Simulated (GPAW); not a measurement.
# rock-salt (TiC)₁₋ₓ(ZrC)ₓ at x = 0.125: the C K absorption edge

Aim: the C K edge in rock-salt (TiC)₁₋ₓ(ZrC)ₓ at x = 0.125, one member of a composition series.

Calculated with GPAW 26.7.0; X-ray absorption from dipole matrix elements to empty bands, plane-wave PAW LDA.

## 1. Starting point

The cell holds 16 atoms: 7 Ti, 8 C and 1 Zr. Its edges and angles: a = 6.186 Å, b = 6.186 Å, c = 6.186 Å, α = 60.0°, β = 60.0°, γ = 60.0°. 16-atom rock-salt cell, 1 of 8 Ti sites taken by Zr at random, lattice constants typed for the ends and interpolated (Vegard).

Coordinates:

```cif
data_structure
_symmetry_space_group_name_H-M 'P 1'
_symmetry_Int_Tables_number 1
_cell_length_a 6.1865
_cell_length_b 6.1865
_cell_length_c 6.1865
_cell_angle_alpha 60.000
_cell_angle_beta 60.000
_cell_angle_gamma 60.000
_cell_volume 167.42
loop_
_atom_site_label
_atom_site_type_symbol
_atom_site_fract_x
_atom_site_fract_y
_atom_site_fract_z
_atom_site_occupancy
Ti1 Ti 0.00164 0.00055 0.00123 1
C2 C 0.74840 0.25140 0.25045 1
Ti3 Ti 0.00093 0.99927 0.49902 1
C4 C 0.75043 0.24552 0.74716 1
Ti5 Ti 0.00052 0.49790 0.99876 1
C6 C 0.75292 0.74938 0.24830 1
Ti7 Ti 0.99553 0.50093 0.49946 1
C8 C 0.74810 0.74990 0.74887 1
Zr9 Zr 0.49912 0.00185 0.00161 1
C10 C 0.25152 0.25047 0.25364 1
Ti11 Ti 0.50377 0.99906 0.49930 1
C12 C 0.24754 0.24991 0.74897 1
Ti13 Ti 0.50181 0.49872 0.99778 1
C14 C 0.24974 0.75299 0.25196 1
Ti15 Ti 0.49909 0.50145 0.49704 1
C16 C 0.24720 0.74955 0.75096 1
```

## 2. Relaxation

The cell was built by hand, so its atoms are relaxed first: near-edge features follow bond lengths closely.

File relax.py:

```python
import numpy as np
from ase import Atoms
from ase.parallel import parprint, paropen
from gpaw import GPAW, PW, FermiDirac, Mixer, MixerDif, setup_paths
from ase.optimize import BFGS

atoms = Atoms('TiCTiCTiCTiCZrCTiCTiCTiC',
    cell=[[0, 4.3745, 4.3745],
     [4.3745, 0, 4.3745],
     [4.3745, 4.3745, 0]],
    scaled_positions=[[0.001641, 0.000549, 0.001231],
     [0.748402, 0.251397, 0.250447],
     [0.00093, 0.999269, 0.499018],
     [0.750434, 0.24552, 0.747165],
     [0.000516, 0.497898, 0.998757],
     [0.752918, 0.749382, 0.248296],
     [0.995529, 0.500931, 0.499464],
     [0.748102, 0.749904, 0.748875],
     [0.49912, 0.001846, 0.001609],
     [0.251517, 0.250474, 0.253644],
     [0.503765, 0.999056, 0.499305],
     [0.247543, 0.249906, 0.748972],
     [0.501813, 0.498723, 0.997779],
     [0.249741, 0.752991, 0.25196],
     [0.499085, 0.501453, 0.49704],
     [0.2472, 0.749545, 0.750964]],
    pbc=True)
atoms.calc = GPAW(legacy_gpaw=True, mode=PW(500, force_complex_dtype=True), xc='LDA', setups={},
    kpts={'size': (4, 4, 4), 'gamma': True}, occupations=FermiDirac(0.08),
    charge=0, mixer=Mixer(0.1, 5, 50), maxiter=150,
    convergence={'density': 0.0001, 'eigenstates': 1e-6}, txt='relax.txt')
steps = []
opt = BFGS(atoms, logfile='-')
opt.attach(lambda: steps.append([atoms.get_potential_energy(), float(np.linalg.norm(atoms.get_forces(), axis=1).max())]))
done = opt.run(fmax=0.05, steps=30)
out = dict(done=bool(done), steps=steps, frac=atoms.get_scaled_positions().tolist())
import json
with paropen('out.json', 'w') as f:
    json.dump(out, f)
```

Command:

```sh
> OMP_NUM_THREADS=1 mpirun -n 4 gpaw python relax.py
```

Numbers of over 12 decimals in the logs are rounded to 6 here.

The log of the run:

```text
Input parameters:
  convergence: {density: 0.0001,
                eigenstates: 1e-06}
  kpts: {gamma: True,
         size: (4, 4, 4)}
  maxiter: 150
  mixer: {backend: pulay,
          beta: 0.1,
          method: separate,
          nmaxold: 5,
          weight: 50}
  mode: {ecut: 500.0,
         force_complex_dtype: True,
         name: pw}
  occupations: {fixmagmom: False,
                name: fermi-dirac,
[...]
Forces in eV/Ang:
[...]
14 Ti    0.01130    0.01801    0.01112
 15 C     0.00710   -0.00710    0.00937
Step     Time          Energy          fmax
BFGS:    0 02:04:24     -155.197316        1.610417
BFGS:    1 02:04:47     -155.313339        1.050875
BFGS:    2 02:05:14     -155.403184        0.158481
BFGS:    3 02:05:29     -155.405573        0.138665
BFGS:    4 02:05:44     -155.407931        0.067435
BFGS:    5 02:06:00     -155.408555        0.033001
[key lines of the parts left out:]
Converged after 6 iterations.
Dipole moment: (0.169247, 0.199822, 0.075324) |e|*Ang
Free energy:   -155.408555
Fermi level: 9.93686
```

The job ended after 2.7 min (4 MPI ranks of Intel Xeon 6975P-C (Granite Rapids), shared host; peak memory 0.41 GiB).

In 5 steps the energy fell by 211 meV (energies extrapolated to zero smearing) and the largest force to 0.033 eV/Å. Atom 4 (C; the text counts from 1, the script from 0) is among those that moved most, by 0.07 Å.

## 3. Ground state of the crystal

A plain self-consistent run shows whether there is a gap, which decides the set-up of the core-hole run.

File scf.py:

```python
import numpy as np
from ase import Atoms
from ase.parallel import parprint, paropen
from gpaw import GPAW, PW, FermiDirac, Mixer, MixerDif, setup_paths
from gpaw.test import gen
setup_paths.insert(0, '.')
gen('C', name='nch1s', xcname='LDA', corehole=(1, 0, 0), write_xml=True)
from gpaw.mpi import world
world.barrier()

atoms = Atoms('TiCTiCTiCTiCZrCTiCTiCTiC',
    cell=[[0, 4.3745, 4.3745],
     [4.3745, 0, 4.3745],
     [4.3745, 4.3745, 0]],
    scaled_positions=[[0.9999952, 0.9997657, 0.9997854],
     [0.7498439, 0.2500088, 0.2495524],
     [0.9999401, 0.999987, 0.4998871],
     [0.7556382, 0.2556816, 0.7436539],
     [0.9996944, 0.5000322, 0.9996461],
     [0.7556793, 0.7442641, 0.2551388],
     [0.9999177, 0.4998008, 0.4995599],
     [0.7552857, 0.744256, 0.7441847],
     [0.4999818, 0.9999509, 0.99971],
     [0.2445429, 0.2554838, 0.2553178],
     [0.4999457, 0.0001074, 0.4996329],
     [0.244254, 0.2553889, 0.7441934],
     [0.4998182, 0.5000254, 0.9996439],
     [0.2441705, 0.7444727, 0.2553583],
     [0.4997161, 0.4998842, 0.4995215],
     [0.2498372, 0.7497523, 0.7497626]],
    pbc=True)
atoms.calc = calc = GPAW(legacy_gpaw=True, mode=PW(500, force_complex_dtype=True), xc='LDA', setups={3: 'nch1s'},
    kpts={'size': (4, 4, 4), 'gamma': True}, occupations=FermiDirac(0.05),
    charge=0, mixer=Mixer(0.1, 5, 50), maxiter=150,
    convergence={'density': 0.0001, 'eigenstates': 1e-6}, txt='scf.txt')
energy = atoms.get_potential_energy() + calc.get_reference_energy()
ef = calc.get_fermi_level()
out = dict(energy=energy, fermi=ef, forces=atoms.get_forces().tolist())
parprint(f'all-electron energy {energy:.4f} eV, Fermi level {ef:.4f} eV')
ev = np.array([[calc.get_eigenvalues(k, s) for k in range(len(calc.get_ibz_k_points()))] for s in range(calc.get_number_of_spins())])
out['homo'], out['lumo'], out['counts'] = ev[ev < ef].max(), ev[ev > ef].min(), sorted(set((ev < ef).sum((0, 2)).tolist()))
out['filled'] = (ev[:, 0] < ef).sum(1).tolist()
import json
with paropen('out.json', 'w') as f:
    json.dump(out, f)
```

Command:

```sh
> OMP_NUM_THREADS=1 mpirun -n 4 gpaw python scf.py
```

The log of the run:

```text
Input parameters:
  convergence: {density: 0.0001,
                eigenstates: 1e-06}
  kpts: {gamma: True,
         size: (4, 4, 4)}
  maxiter: 150
  mixer: {backend: pulay,
          beta: 0.1,
          method: separate,
          nmaxold: 5,
          weight: 50}
  mode: {ecut: 500.0,
         force_complex_dtype: True,
         name: pw}
  occupations: {fixmagmom: False,
                name: fermi-dirac,
                width: 0.05}
  setups: {3: nch1s}

Initialize ...

[... PAW data sets ...]

Reference energy: -268154.626423  # eV

Spin-paired calculation

[... convergence settings ...]
Symmetries present (total): 1
  [... symmetry matrices ...]

64 k-points: 4 x 4 x 4 Monkhorst-Pack grid + [1/8,1/8,1/8]
36 k-points in the irreducible part of the Brillouin zone
       k-points in crystal coordinates                weights
   0:     0.00000000    0.00000000    0.00000000          1/64
   1:     0.00000000    0.00000000    0.25000000          2/64
   2:     0.00000000    0.00000000    0.50000000          1/64
   3:     0.00000000    0.25000000   -0.25000000          2/64
   4:     0.00000000    0.25000000    0.00000000          2/64
   5:     0.00000000    0.25000000    0.25000000          2/64
   6:     0.00000000    0.25000000    0.50000000          2/64
   7:     0.00000000    0.50000000    0.00000000          1/64
   8:     0.00000000    0.50000000    0.25000000          2/64
   9:     0.00000000    0.50000000    0.50000000          1/64
          ...
  35:     0.50000000    0.50000000    0.50000000          1/64

Wave functions: Plane wave expansion
  Cutoff energy: 500.000 eV
  Number of coefficients (min, max): 4236, 4279
  Pulay-stress correction: 0.000000 eV/Ang^3 (de/decut=0.000000)
  Using FFTW library
  Wavefunction extrapolation:
    Improved wavefunction reuse through dual PAW basis

Occupation numbers: Fermi-Dirac:
  width: 0.0500  # eV

Eigensolver
   Davidson(niter=2)

Densities:
  Coarse grid: 32*32*32 grid
  Fine grid: 64*64*64 grid
  Total Charge: 0.000000

Density mixing:
  Method: separate
  Backend: pulay
  Linear mixing parameter: 0.1
  old densities: 5
  Width of damping distribution: 1.1
  Damping of long wavelength oscillations: 50

[... Hamiltonian set-up ...]
Number of atoms: 16
Number of atomic orbitals: 136
Number of bands in calculation: 81
Number of valence electrons: 128
Bands to converge: occupied

... initialized

Initializing position-dependent things.

Density initialized from atomic densities
Creating initial wave functions:
  81 bands from LCAO basis set

                           Ti
                    Ti
                      Ti

               Ti   C     Zr
              C
               C    Ti
        C     Ti   C

            C
        Ti    C
       C

Atomic positions and initial magnetic moments

Positions:
   0 Ti     8.747036    8.748040    8.747954    ( 0.0000,  0.0000,  0.0000)
   1 C      2.185330    4.371859    4.373856    ( 0.0000,  0.0000,  0.0000)
   2 Ti     6.561199    6.560994    8.748681    ( 0.0000,  0.0000,  0.0000)
   3 C      4.371593    6.558653    4.424018    ( 0.0000,  0.0000,  0.0000)
   4 Ti     6.560343    8.746115    6.560554    ( 0.0000,  0.0000,  0.0000)
   5 C      4.371888    4.421824    6.561502    ( 0.0000,  0.0000,  0.0000)
   6 Ti     4.371703    6.559465    6.560519    ( 0.0000,  0.0000,  0.0000)
[...]
13 C      4.373761    2.185189    4.324820    ( 0.0000,  0.0000,  0.0000)
  14 Ti     4.371900    4.371165    4.372752    ( 0.0000,  0.0000,  0.0000)
  15 C      6.559628    4.372749    4.372704    ( 0.0000,  0.0000,  0.0000)

Unit cell:
           periodic     x           y           z      points  spacing
  1. axis:    yes    0.000000    4.374500    4.374500    32     0.1579
  2. axis:    yes    4.374500    0.000000    4.374500    32     0.1579
  3. axis:    yes    4.374500    4.374500    0.000000    32     0.1579

  Lengths:   6.186477   6.186477   6.186477
  Angles:   60.000000  60.000000  60.000000

Effective grid spacing dv^(1/3) = 0.1722

iter:   1  -173.105227
iter:   2  -160.940838   -0.30  -0.89
iter:   3  -154.592214   +0.47  -1.04
iter:   4  -155.360961   -0.28  -1.62
iter:   5  -156.122632   -0.55  -1.59
iter:   6  -155.599155   -1.09  -1.56
iter:   7  -155.729707   -1.78  -2.02
iter:   8  -155.468811   -1.70  -1.90
iter:   9  -155.399887   -2.07  -2.12
iter:  10  -155.382040   -2.28  -2.31
iter:  11  -155.380850c  -2.25  -2.60
iter:  12  -155.384490c  -2.63  -3.10
iter:  13  -155.383960c  -3.51  -3.11
iter:  14  -155.383322c  -4.20  -3.22
iter:  15  -155.383600c  -4.32  -3.44
iter:  16  -155.383477c  -4.19  -3.39
iter:  17  -155.383447c  -5.05  -4.00
iter:  18  -155.383423c  -5.89  -4.09c
iter:  19  -155.383403c  -6.08c -4.23c

Converged after 19 iterations.

Dipole moment: (0.169716, 0.200043, 0.075391) |e|*Ang

Energy contributions relative to reference atoms: (reference = -268154.626423)

Kinetic:       +119.207971
Potential:     -129.035096
External:        +0.000000
XC:            -146.009063
Entropy (-ST):   -0.019603
Local:           +0.462586
SIC:             +0.000000
--------------------------
Free energy:   -155.393205
Extrapolated:  -155.383403

Showing only first 2 kpts
 Kpt  Band  Eigenvalues  Occupancy
  0    62     10.12224    0.03775
  0    63     10.12246    0.03759
  0    64     10.64847    0.00000
  0    65     10.64853    0.00000

  1    62      9.68830    1.98246
  1    63      9.68838    1.98244
  1    64     10.37670    0.00024
  1    65     10.37727    0.00023

Fermi level: 9.92469

No gap
No difference between direct/indirect transitions

Forces in eV/Ang:
  0 Ti    0.00390   -0.00792    0.00514
  1 C     0.00262    0.00839   -0.00381
  2 Ti   -0.01672   -0.01300   -0.00431
  3 C     0.01172    0.01223   -0.03568
  4 Ti   -0.01120    0.01131    0.00339
  5 C     0.00890   -0.01905   -0.00626
  6 Ti    0.01863    0.00268    0.00410
[...]
13 C    -0.01221   -0.00013    0.01686
 14 Ti    0.01326    0.01756    0.01129
 15 C     0.00498   -0.00518    0.01134
Scalar-relativistic atomic LDA calculation for C (Carbon, Z=6)
Core hole in 1s state (1s occupation: 2.0)
300 radial gridpoints.
|------------------------------------------------|
|------------------------------------------------|
[... the atom generator's iteration count ...]

Energy contributions:
-------------------------
Kinetic:      +37.233774
XC:            -4.729621
Potential:    -69.944456
-------------------------
Total:        -37.440303

state      eigenvalue         ekin         rmax
-----------------------------------------------
1s^2.0 :    -9.951671    15.733548        0.175
2s^2.0 :    -0.501207     1.649369        1.216
2p^2.0 :    -0.198967     1.233970        1.191
-----------------------------------------------
(units: Bohr and Hartree)

Generating PAW setup
Kinetic energy of the core from tauc = 31.481335
Cutoffs:
rc(s)=1.200
rc(p)=1.200
rc(d)=1.200
rc(vbar)=1.080
rc(comp)=1.200
rc(nct)=1.200

Kinetic energy of the core states: 31.467096
Charge: 0.0
Core electrons: 2.0
Valence electrons: 4.0
Pseudo-core charge: 0.032813
Shape function alpha=6.944
Pseudo-electron charge 4.032078
state    eigenvalue         norm
--------------------------------
2s(2) :    -0.501207     1.045313
*s    :     0.498793
2p(2) :    -0.198967     0.954320
*p    :     0.801033
*d    :     0.000000
--------------------------------

Diagonalizing with gridspacing h=0.050

state   all-electron     PAW
-------------------------------
2s:      -0.501207    -0.501829
2p:      -0.198967    -0.199729
*d:                    0.045938
*f:                    0.074849
-------------------------------
all-electron energy -268310.0098 eV, Fermi level 9.9247 eV
```

The job ended after 65 s (4 MPI ranks; peak memory 0.4 GiB).

The mesh shows no gap, so the system is treated as a metal and the core electron is put at the Fermi level (neutral cell).

## 4. Reference energy of the cell

The photon energy needs a difference of total energies, so the cell and mesh of the coming hole run are first run without a hole.

scf.py: that of step 3 with these lines changed.

```diff
@@ -32,3 +32,3 @@
 atoms.calc = calc = GPAW(legacy_gpaw=True, mode=PW(500, force_complex_dtype=True), xc='LDA', setups={3: 'nch1s'},
-    kpts={'size': (4, 4, 4), 'gamma': True}, occupations=FermiDirac(0.05),
+    kpts={'size': (4, 4, 4), 'gamma': True}, occupations=FermiDirac(0.1),
     charge=0, mixer=Mixer(0.1, 5, 50), maxiter=150,
```

The log of the run:

```text
Input parameters:
  convergence: {density: 0.0001,
                eigenstates: 1e-06}
  kpts: {gamma: True,
         size: (4, 4, 4)}
  maxiter: 150
  mixer: {backend: pulay,
          beta: 0.1,
          method: separate,
          nmaxold: 5,
          weight: 50}
  mode: {ecut: 500.0,
         force_complex_dtype: True,
         name: pw}
  occupations: {fixmagmom: False,
                name: fermi-dirac,
[...]
2s(2) :    -0.501207     1.045313
*s    :     0.498793
2p(2) :    -0.198967     0.954320
*p    :     0.801033
*d    :     0.000000
--------------------------------

Diagonalizing with gridspacing h=0.050

state   all-electron     PAW
-------------------------------
2s:      -0.501207    -0.501829
2p:      -0.198967    -0.199729
*d:                    0.045938
*f:                    0.074849
-------------------------------
all-electron energy -268310.0080 eV, Fermi level 9.9458 eV
[key lines of the parts left out:]
Converged after 23 iterations.
Dipole moment: (0.169700, 0.200011, 0.075375) |e|*Ang
Free energy:   -155.423214
Fermi level: 9.94577
```

Elapsed: 75 s, on 4 MPI ranks; peak memory 0.4 GiB.

Reference energy: -268310.008 eV with the cores included.

[end of part 1 of 3]

[Banner, clock and machine lines of the logs are left out without a mark of their own.]

[Logs are printed without paths, hosts, clocks, repeated set-up lines and the standing remarks that a program may print on its own settings, such as how far it seeks lower states.]

[Hosts, paths, dates, database ids (printed as entryN), source tags and the programs' standing remarks are cut or masked in the printed files.]

[Lists of maxima count a maximum above −3 eV only where it reaches 4 % of the highest in the window and stands out from its surroundings by 2 % of it (1.5 % where it reaches 55 %); shoulders and weaker maxima are passed over, and of the rest the first, up to two pre-edge ones and the few strongest are named.]
